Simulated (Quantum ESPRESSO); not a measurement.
# arsenene, 1 layer: a series in biaxial strain, part 4 of 5

Wanted: a table for arsenene, 1 layer against biaxial strain, and what can be fitted to it.

Quantum ESPRESSO 7.5; plane-wave DFT, PBE, GBRV ultrasoft pseudopotentials.

So far. Step 3 (Relaxation with pw.x, -4 %): The relaxation lowers the energy by 6 meV an atom. Step 6 (Band structure, -4 %): Along this path the valence top lies at Γ and the conduction bottom between Γ and M.

### Step 7. Relaxation with pw.x, -3 %

Contents of m1.relax.in:

```
&control
  prefix = 'm1.relax'
  outdir = './out'
  pseudo_dir = './pseudo'
  nstep = 40
  forc_conv_thr = 0.0003
  calculation = 'relax'
  tstress = .true.
/
&system
  ibrav = 0
  nat = 2
  ntyp = 1
  ecutwfc = 50
  ecutrho = 250
  occupations = 'smearing'
  smearing = 'fd'
  degauss = 0.002
/
&electrons
  conv_thr = 1e-09
  mixing_beta = 0.4
  electron_maxstep = 120
  mixing_mode = 'plain'
/
&ions
/
ATOMIC_SPECIES
  As  74.9216  as_pbe_v1.uspp.F.UPF
CELL_PARAMETERS angstrom
  3.50185488960000 0.00000000000000 0.00000000000000
  -1.75092744480000 3.03269529418000 0.00000000000000
  0.00000000000000 0.00000000000000 16.40000000000000
ATOMIC_POSITIONS crystal
  As  0.666666666700 0.333333333300 0.457398457800
  As  0.333333333300 0.666666666700 0.542601542200
K_POINTS automatic
  12 12 1 0 0 0
```

Run with:

```console
$ OMP_NUM_THREADS=1 mpirun -n 4 pw.x -nk 4 -in m1.relax.in > m1.relax.out
```

The program printed:

```text
[banner, memory and clock lines left out]
Program PWSCF v.7.5 starts
[...]
Message from routine setup:
[...]
number of electrons       =        10.00
     number of Kohn-Sham states=            9
     kinetic-energy cutoff     =      50.0000  Ry
     charge density cutoff     =     250.0000  Ry
[...]
number of k points=    19  Fermi-Dirac smearing, width (Ry)=  0.0020
[...]
Dense  grid:    78371 G-vectors     FFT dimensions: (  36,  36, 160)
[...]
negative rho (up, down):  7.691E-05 0.000E+00
     Starting wfcs are    8 randomized atomic wfcs +    1 random wfcs
[...]
negative rho (up, down):  1.383E-05 0.000E+00
[...]
estimated scf accuracy    <       0.02246253 Ry
[...]
negative rho (up, down):  3.279E-05 0.000E+00
[...]
estimated scf accuracy    <       0.00628901 Ry
[...]
negative rho (up, down):  4.766E-05 0.000E+00
[...]
estimated scf accuracy    <       0.00020607 Ry
[...]
negative rho (up, down):  5.920E-05 0.000E+00
[...]
estimated scf accuracy    <       0.00001484 Ry
[...]
negative rho (up, down):  6.707E-05 0.000E+00
[...]
estimated scf accuracy    <       0.00001338 Ry
[...]
negative rho (up, down):  7.118E-05 0.000E+00
[...]
estimated scf accuracy    <       0.00000673 Ry
[...]
negative rho (up, down):  7.433E-05 0.000E+00
[...]
estimated scf accuracy    <       0.00000235 Ry
[...]
negative rho (up, down):  7.617E-05 0.000E+00
[...]
estimated scf accuracy    <       0.00000020 Ry
[...]
negative rho (up, down):  7.729E-05 0.000E+00
[...]
estimated scf accuracy    <          5.2E-09 Ry
[...]
negative rho (up, down):  7.794E-05 0.000E+00
[...]
estimated scf accuracy    <       0.00000002 Ry
[...]
negative rho (up, down):  7.836E-05 0.000E+00
[...]
estimated scf accuracy    <          1.5E-09 Ry
[...]
negative rho (up, down):  7.899E-05 0.000E+00
[...]
the Fermi energy is    -1.3679 ev
!    total energy              =     -80.53982034 Ry
     estimated scf accuracy    <          2.3E-10 Ry
     smearing contrib. (-TS)   =      -0.00000000 Ry
     internal energy E=F+TS    =     -80.53982034 Ry
[...]
one-electron contribution =    -104.19306454 Ry
     hartree contribution      =      54.12000356 Ry
     xc contribution           =     -63.07681669 Ry
     ewald contribution        =      32.61005732 Ry
     convergence has been achieved in  12 iterations
     negative rho (up, down):  7.899E-05 0.000E+00
[...]
Total force =     0.023497     Total SCF correction =     0.000015
[...]
negative rho (up, down):  7.899E-05 0.000E+00
[...]
negative rho (up, down):  8.052E-05 0.000E+00
[...]
negative rho (up, down):  7.830E-05 0.000E+00
[...]
estimated scf accuracy    <       0.00003727 Ry
[...]
negative rho (up, down):  7.784E-05 0.000E+00
[...]
estimated scf accuracy    <       0.00000473 Ry
[...]
negative rho (up, down):  7.788E-05 0.000E+00
[...]
estimated scf accuracy    <       0.00000045 Ry
[...]
negative rho (up, down):  7.799E-05 0.000E+00
[...]
estimated scf accuracy    <       0.00000002 Ry
[...]
negative rho (up, down):  7.807E-05 0.000E+00
[...]
estimated scf accuracy    <          4.6E-09 Ry
[...]
negative rho (up, down):  7.824E-05 0.000E+00
[...]
the Fermi energy is    -1.3400 ev
!    total energy              =     -80.54021115 Ry
     estimated scf accuracy    <          3.1E-11 Ry
     smearing contrib. (-TS)   =      -0.00000000 Ry
     internal energy E=F+TS    =     -80.54021115 Ry
[...]
one-electron contribution =    -103.85603059 Ry
     hartree contribution      =      53.96203795 Ry
     xc contribution           =     -63.06532063 Ry
     ewald contribution        =      32.41910212 Ry
     convergence has been achieved in   6 iterations
     negative rho (up, down):  7.824E-05 0.000E+00
[...]
Total force =     0.009810     Total SCF correction =     0.000000
[...]
negative rho (up, down):  7.824E-05 0.000E+00
[...]
negative rho (up, down):  7.893E-05 0.000E+00
[...]
negative rho (up, down):  7.771E-05 0.000E+00
[...]
estimated scf accuracy    <       0.00001872 Ry
[...]
negative rho (up, down):  7.739E-05 0.000E+00
[...]
estimated scf accuracy    <       0.00000244 Ry
[...]
negative rho (up, down):  7.742E-05 0.000E+00
[...]
estimated scf accuracy    <       0.00000025 Ry
[...]
negative rho (up, down):  7.747E-05 0.000E+00
[...]
estimated scf accuracy    <       0.00000001 Ry
[...]
negative rho (up, down):  7.753E-05 0.000E+00
[...]
estimated scf accuracy    <          2.8E-09 Ry
[...]
negative rho (up, down):  7.757E-05 0.000E+00
[...]
estimated scf accuracy    <          6.5E-11 Ry
[...]
negative rho (up, down):  7.765E-05 0.000E+00
[...]
the Fermi energy is    -1.3208 ev
!    total energy              =     -80.54029507 Ry
     estimated scf accuracy    <          1.2E-11 Ry
     smearing contrib. (-TS)   =      -0.00000000 Ry
     internal energy E=F+TS    =     -80.54029507 Ry
[...]
one-electron contribution =    -103.61308096 Ry
     hartree contribution      =      53.84802938 Ry
     xc contribution           =     -63.05711505 Ry
     ewald contribution        =      32.28187156 Ry
     convergence has been achieved in   7 iterations
     negative rho (up, down):  7.765E-05 0.000E+00
[...]
Total force =     0.000178     Total SCF correction =     0.000002
[...]
negative rho (up, down):  7.765E-05 0.000E+00
[...]
```

Run time: 16 s. Hardware: 4 MPI ranks of Intel Xeon 6975P-C (Granite Rapids), shared host; peak memory 0.59 GiB.

Relaxation path:

| step | energy less that of the first step (eV) | largest force (eV/Å) |
| --- | --- | --- |
| 1 | 0.0000 | 0.4272 |
| 2 | -0.0053 | 0.1784 |
| 3 | -0.0065 | 0.0032 |

The atoms that moved most (Å):

| atom | dx | dy | dz | length |
| --- | --- | --- | --- | --- |
| As1 | 0.000 | 0.000 | -0.015 | 0.015 |
| As2 | 0.000 | 0.000 | 0.015 | 0.015 |

Final coordinates:

```cif
data_structure
_symmetry_space_group_name_H-M 'P 1'
_symmetry_Int_Tables_number 1
_cell_length_a 3.5019
_cell_length_b 3.5019
_cell_length_c 16.4000
_cell_angle_alpha 90.000
_cell_angle_beta 90.000
_cell_angle_gamma 120.000
_cell_volume 174.17
loop_
_atom_site_label
_atom_site_type_symbol
_atom_site_fract_x
_atom_site_fract_y
_atom_site_fract_z
_atom_site_occupancy
As1 As 0.66667 0.33333 0.45648 1
As2 As 0.33333 0.66667 0.54352 1
```

The relaxation lowers the energy by 3 meV an atom.

Read from the output:

| Quantity | Value |
| --- | --- |
| free energy | -1095.8065 eV |
| Fermi energy | -1.321 eV |

### Step 8. Self-consistent run, -3 %

Contents of m1.scf.in:

```
&control
  prefix = 'm1.scf'
  outdir = './out'
  pseudo_dir = './pseudo'
  calculation = 'scf'
  tprnfor = .true.
/
&system
  ibrav = 0
  nat = 2
  ntyp = 1
  ecutwfc = 40
  ecutrho = 200
  occupations = 'smearing'
  smearing = 'fd'
  degauss = 0.002
  nbnd = 9
/
&electrons
  conv_thr = 1e-09
  mixing_beta = 0.4
  electron_maxstep = 120
  mixing_mode = 'plain'
/
ATOMIC_SPECIES
  As  74.9216  as_pbe_v1.uspp.F.UPF
CELL_PARAMETERS angstrom
  3.50185488960000 0.00000000000000 0.00000000000000
  -1.75092744480000 3.03269529418000 0.00000000000000
  0.00000000000000 0.00000000000000 16.40000000000000
ATOMIC_POSITIONS crystal
  As  0.666666666700 0.333333333300 0.456478061400
  As  0.333333333300 0.666666666700 0.543521938600
K_POINTS automatic
  12 12 1 0 0 0
```

Run with:

```console
$ OMP_NUM_THREADS=1 mpirun -n 4 pw.x -nk 4 -in m1.scf.in > m1.scf.out
```

The program printed:

```text
[banner, memory and clock lines left out]
Program PWSCF v.7.5 starts
[...]
Message from routine setup:
[...]
number of electrons       =        10.00
     number of Kohn-Sham states=            9
     kinetic-energy cutoff     =      40.0000  Ry
     charge density cutoff     =     200.0000  Ry
[...]
number of k points=    19  Fermi-Dirac smearing, width (Ry)=  0.0020
[...]
Dense  grid:    56065 G-vectors     FFT dimensions: (  30,  30, 144)
[...]
negative rho (up, down):  8.514E-05 0.000E+00
     Starting wfcs are    8 randomized atomic wfcs +    1 random wfcs
[...]
negative rho (up, down):  1.271E-04 0.000E+00
[...]
estimated scf accuracy    <       0.02227073 Ry
[...]
negative rho (up, down):  1.680E-04 0.000E+00
[...]
estimated scf accuracy    <       0.00607037 Ry
[...]
negative rho (up, down):  1.751E-04 0.000E+00
[...]
estimated scf accuracy    <       0.00024497 Ry
[...]
negative rho (up, down):  1.783E-04 0.000E+00
[...]
estimated scf accuracy    <       0.00001072 Ry
[...]
negative rho (up, down):  1.809E-04 0.000E+00
[...]
estimated scf accuracy    <       0.00000481 Ry
[...]
negative rho (up, down):  1.835E-04 0.000E+00
[...]
estimated scf accuracy    <       0.00000028 Ry
[...]
negative rho (up, down):  1.852E-04 0.000E+00
[...]
estimated scf accuracy    <       0.00000006 Ry
[...]
negative rho (up, down):  1.863E-04 0.000E+00
[...]
estimated scf accuracy    <       0.00000002 Ry
[...]
negative rho (up, down):  1.881E-04 0.000E+00
[...]
the Fermi energy is    -1.3202 ev
!    total energy              =     -80.54011879 Ry
     estimated scf accuracy    <          4.7E-10 Ry
     smearing contrib. (-TS)   =      -0.00000000 Ry
     internal energy E=F+TS    =     -80.54011879 Ry
[...]
one-electron contribution =    -103.61102634 Ry
     hartree contribution      =      53.84760968 Ry
     xc contribution           =     -63.05857367 Ry
     ewald contribution        =      32.28187153 Ry
     convergence has been achieved in   9 iterations
     negative rho (up, down):  1.881E-04 0.000E+00
[...]
Total force =     0.000490     Total SCF correction =     0.000011
[...]
```

It took 5.1 s on 4 MPI ranks; peak memory 0.33 GiB; 19 s of CPU time.

This step gave:

* free energy: -1095.8041 eV
* Fermi energy: -1.320 eV
* valence top, on the run's zero: -2.004 eV
* conduction bottom, on the run's zero: -0.7297 eV
* gap by band count: 1.274 eV

### Step 9. Relaxation with pw.x, 3 %

Contents of m7.relax.in:

```
&control
  prefix = 'm7.relax'
  outdir = './out'
  pseudo_dir = './pseudo'
  nstep = 40
  forc_conv_thr = 0.0003
  calculation = 'relax'
  tstress = .true.
/
&system
  ibrav = 0
  nat = 2
  ntyp = 1
  ecutwfc = 50
  ecutrho = 250
  occupations = 'smearing'
  smearing = 'fd'
  degauss = 0.002
/
&electrons
  conv_thr = 1e-09
  mixing_beta = 0.4
  electron_maxstep = 120
  mixing_mode = 'plain'
/
&ions
/
ATOMIC_SPECIES
  As  74.9216  as_pbe_v1.uspp.F.UPF
CELL_PARAMETERS angstrom
  3.71846447040000 0.00000000000000 0.00000000000000
  -1.85923223520000 3.22028469382000 0.00000000000000
  0.00000000000000 0.00000000000000 16.40000000000000
ATOMIC_POSITIONS crystal
  As  0.666666666700 0.333333333300 0.457398457800
  As  0.333333333300 0.666666666700 0.542601542200
K_POINTS automatic
  12 12 1 0 0 0
```

Run with:

```console
$ OMP_NUM_THREADS=1 mpirun -n 4 pw.x -nk 4 -in m7.relax.in > m7.relax.out
```

The program printed:

```text
[banner, memory and clock lines left out]
Program PWSCF v.7.5 starts
[...]
Message from routine setup:
[...]
number of electrons       =        10.00
     number of Kohn-Sham states=            9
     kinetic-energy cutoff     =      50.0000  Ry
     charge density cutoff     =     250.0000  Ry
[...]
number of k points=    19  Fermi-Dirac smearing, width (Ry)=  0.0020
[...]
Dense  grid:    88601 G-vectors     FFT dimensions: (  36,  36, 160)
[...]
negative rho (up, down):  8.245E-05 0.000E+00
     Starting wfcs are    8 randomized atomic wfcs +    1 random wfcs
[...]
negative rho (up, down):  1.377E-05 0.000E+00
[...]
estimated scf accuracy    <       0.01973671 Ry
[...]
negative rho (up, down):  3.536E-05 0.000E+00
[...]
estimated scf accuracy    <       0.00602263 Ry
[...]
negative rho (up, down):  4.996E-05 0.000E+00
[...]
estimated scf accuracy    <       0.00010768 Ry
[...]
negative rho (up, down):  6.208E-05 0.000E+00
[...]
estimated scf accuracy    <       0.00000956 Ry
[...]
negative rho (up, down):  6.970E-05 0.000E+00
[...]
estimated scf accuracy    <       0.00000717 Ry
[...]
negative rho (up, down):  7.403E-05 0.000E+00
[...]
estimated scf accuracy    <       0.00000070 Ry
[...]
negative rho (up, down):  7.704E-05 0.000E+00
[...]
estimated scf accuracy    <       0.00000025 Ry
[...]
negative rho (up, down):  7.901E-05 0.000E+00
[...]
estimated scf accuracy    <       0.00000002 Ry
[...]
negative rho (up, down):  8.017E-05 0.000E+00
[...]
estimated scf accuracy    <          1.1E-09 Ry
[...]
negative rho (up, down):  8.090E-05 0.000E+00
[...]
estimated scf accuracy    <          2.4E-09 Ry
[...]
negative rho (up, down):  8.199E-05 0.000E+00
[...]
the Fermi energy is    -1.8921 ev
!    total energy              =     -80.54057807 Ry
     estimated scf accuracy    <          1.2E-11 Ry
     smearing contrib. (-TS)   =      -0.00000000 Ry
     internal energy E=F+TS    =     -80.54057807 Ry
[...]
one-electron contribution =     -92.90022534 Ry
     hartree contribution      =      48.35270648 Ry
     xc contribution           =     -62.92967643 Ry
     ewald contribution        =      26.93661722 Ry
     convergence has been achieved in  11 iterations
     negative rho (up, down):  8.199E-05 0.000E+00
[...]
Total force =     0.018355     Total SCF correction =     0.000005
[...]
negative rho (up, down):  8.199E-05 0.000E+00
[...]
negative rho (up, down):  8.530E-05 0.000E+00
[...]
negative rho (up, down):  8.301E-05 0.000E+00
[...]
estimated scf accuracy    <       0.00002224 Ry
[...]
negative rho (up, down):  8.220E-05 0.000E+00
[...]
estimated scf accuracy    <       0.00000289 Ry
[...]
negative rho (up, down):  8.190E-05 0.000E+00
[...]
estimated scf accuracy    <       0.00000024 Ry
[...]
negative rho (up, down):  8.179E-05 0.000E+00
[...]
estimated scf accuracy    <       0.00000001 Ry
[...]
negative rho (up, down):  8.173E-05 0.000E+00
[...]
the Fermi energy is    -1.9168 ev
!    total energy              =     -80.54083477 Ry
     estimated scf accuracy    <          5.7E-10 Ry
     smearing contrib. (-TS)   =      -0.00000000 Ry
     internal energy E=F+TS    =     -80.54083477 Ry
[...]
one-electron contribution =     -93.12826286 Ry
     hartree contribution      =      48.46026141 Ry
     xc contribution           =     -62.93724205 Ry
     ewald contribution        =      27.06440874 Ry
     convergence has been achieved in   5 iterations
     negative rho (up, down):  8.173E-05 0.000E+00
[...]
Total force =     0.009600     Total SCF correction =     0.000025
[...]
negative rho (up, down):  8.173E-05 0.000E+00
[...]
negative rho (up, down):  8.570E-05 0.000E+00
[...]
negative rho (up, down):  8.290E-05 0.000E+00
[...]
estimated scf accuracy    <       0.00002700 Ry
[...]
negative rho (up, down):  8.190E-05 0.000E+00
[...]
estimated scf accuracy    <       0.00000358 Ry
[...]
negative rho (up, down):  8.158E-05 0.000E+00
[...]
estimated scf accuracy    <       0.00000028 Ry
[...]
negative rho (up, down):  8.148E-05 0.000E+00
[...]
estimated scf accuracy    <       0.00000002 Ry
[...]
negative rho (up, down):  8.143E-05 0.000E+00
[...]
estimated scf accuracy    <          6.3E-10 Ry
[...]
negative rho (up, down):  8.141E-05 0.000E+00
[...]
estimated scf accuracy    <          3.8E-11 Ry
[...]
negative rho (up, down):  8.141E-05 0.000E+00
[...]
the Fermi energy is    -1.9450 ev
!    total energy              =     -80.54093008 Ry
     estimated scf accuracy    <          7.9E-12 Ry
     smearing contrib. (-TS)   =      -0.00000000 Ry
     internal energy E=F+TS    =     -80.54093008 Ry
[...]
one-electron contribution =     -93.37680980 Ry
     hartree contribution      =      48.57735096 Ry
     xc contribution           =     -62.94556604 Ry
     ewald contribution        =      27.20409480 Ry
     convergence has been achieved in   7 iterations
     negative rho (up, down):  8.141E-05 0.000E+00
[...]
Total force =     0.000150     Total SCF correction =     0.000003
[...]
negative rho (up, down):  8.141E-05 0.000E+00
[...]
```

Elapsed: 18 s, on 4 MPI ranks; peak memory 0.58 GiB.

Step by step:

| step | energy less that of the first step (eV) | largest force (eV/Å) |
| --- | --- | --- |
| 1 | 0.0000 | 0.3337 |
| 2 | -0.0035 | 0.1745 |
| 3 | -0.0048 | 0.0027 |

The atoms that moved most (Å):

| atom | dx | dy | dz | length |
| --- | --- | --- | --- | --- |
| As1 | 0.000 | 0.000 | 0.014 | 0.014 |
| As2 | 0.000 | 0.000 | -0.014 | 0.014 |

Final coordinates:

```xyz
2
Lattice="3.7185 0.0000 0.0000 -1.8592 3.2203 0.0000 0.0000 0.0000 16.4000" Properties=species:S:1:pos:R:3
As    1.8592    1.0734    7.5157
As    0.0000    2.1469    8.8843
```

The relaxation lowers the energy by 2 meV an atom.

Numbers from this step:

| Quantity | Value |
| --- | --- |
| free energy | -1095.8152 eV |
| Fermi energy | -1.945 eV |

### Step 10. SCF with pw.x, 3 %

Contents of m7.scf.in:

```
&control
  prefix = 'm7.scf'
  outdir = './out'
  pseudo_dir = './pseudo'
  calculation = 'scf'
  tprnfor = .true.
/
&system
  ibrav = 0
  nat = 2
  ntyp = 1
  ecutwfc = 40
  ecutrho = 200
  occupations = 'smearing'
  smearing = 'fd'
  degauss = 0.002
  nbnd = 9
/
&electrons
  conv_thr = 1e-09
  mixing_beta = 0.4
  electron_maxstep = 120
  mixing_mode = 'plain'
/
ATOMIC_SPECIES
  As  74.9216  as_pbe_v1.uspp.F.UPF
CELL_PARAMETERS angstrom
  3.71846447040000 0.00000000000000 0.00000000000000
  -1.85923223520000 3.22028469382000 0.00000000000000
  0.00000000000000 0.00000000000000 16.40000000000000
ATOMIC_POSITIONS crystal
  As  0.666666666700 0.333333333300 0.458276479700
  As  0.333333333300 0.666666666700 0.541723520300
K_POINTS automatic
  12 12 1 0 0 0
```

Run with:

```console
$ OMP_NUM_THREADS=1 mpirun -n 4 pw.x -nk 4 -in m7.scf.in > m7.scf.out
```

The program printed:

```text
[banner, memory and clock lines left out]
Program PWSCF v.7.5 starts
[...]
Message from routine setup:
[...]
number of electrons       =        10.00
     number of Kohn-Sham states=            9
     kinetic-energy cutoff     =      40.0000  Ry
     charge density cutoff     =     200.0000  Ry
[...]
number of k points=    19  Fermi-Dirac smearing, width (Ry)=  0.0020
[...]
Dense  grid:    63283 G-vectors     FFT dimensions: (  32,  32, 144)
[...]
negative rho (up, down):  9.434E-05 0.000E+00
     Starting wfcs are    8 randomized atomic wfcs +    1 random wfcs
[...]
negative rho (up, down):  1.374E-04 0.000E+00
[...]
estimated scf accuracy    <       0.02028751 Ry
[...]
negative rho (up, down):  1.847E-04 0.000E+00
[...]
estimated scf accuracy    <       0.00615428 Ry
[...]
negative rho (up, down):  1.879E-04 0.000E+00
[...]
estimated scf accuracy    <       0.00010012 Ry
[...]
negative rho (up, down):  1.902E-04 0.000E+00
[...]
estimated scf accuracy    <       0.00000613 Ry
[...]
negative rho (up, down):  1.924E-04 0.000E+00
[...]
estimated scf accuracy    <       0.00000409 Ry
[...]
negative rho (up, down):  1.933E-04 0.000E+00
[...]
estimated scf accuracy    <       0.00000041 Ry
[...]
negative rho (up, down):  1.949E-04 0.000E+00
[...]
estimated scf accuracy    <       0.00000019 Ry
[...]
negative rho (up, down):  1.960E-04 0.000E+00
[...]
estimated scf accuracy    <          5.7E-09 Ry
[...]
negative rho (up, down):  1.979E-04 0.000E+00
[...]
the Fermi energy is    -1.9443 ev
!    total energy              =     -80.54079582 Ry
     estimated scf accuracy    <          7.4E-10 Ry
     smearing contrib. (-TS)   =      -0.00000000 Ry
     internal energy E=F+TS    =     -80.54079582 Ry
[...]
one-electron contribution =     -93.37526297 Ry
     hartree contribution      =      48.57710768 Ry
     xc contribution           =     -62.94673530 Ry
     ewald contribution        =      27.20409478 Ry
     convergence has been achieved in   9 iterations
     negative rho (up, down):  1.979E-04 0.000E+00
[...]
Total force =     0.000397     Total SCF correction =     0.000029
[...]
```

It took 5.4 s on 4 MPI ranks; peak memory 0.46 GiB.

Read from the output:

```
free energy                          : -1095.8134 eV
Fermi energy                         : -1.944 eV
valence top, on the run's zero       : -2.962 eV
conduction bottom, on the run's zero : -1.360 eV
gap by band count                    : 1.602 eV
```

(Continued in part 5 of 5.)

[Logs are printed without paths, hosts, clocks, repeated set-up lines and the standing remarks that a program may print on its own settings, such as how far it seeks lower states.]

[Hosts, paths, dates, database ids (printed as entryN), source tags and the programs' standing remarks are cut or masked in the printed files.]

[Maps of the electrostatic potential energy from Ansatz leave out the sawtooth potential of an applied field or a dipole correction, so their vacuum need not be flat; planar profiles and work functions include it.]
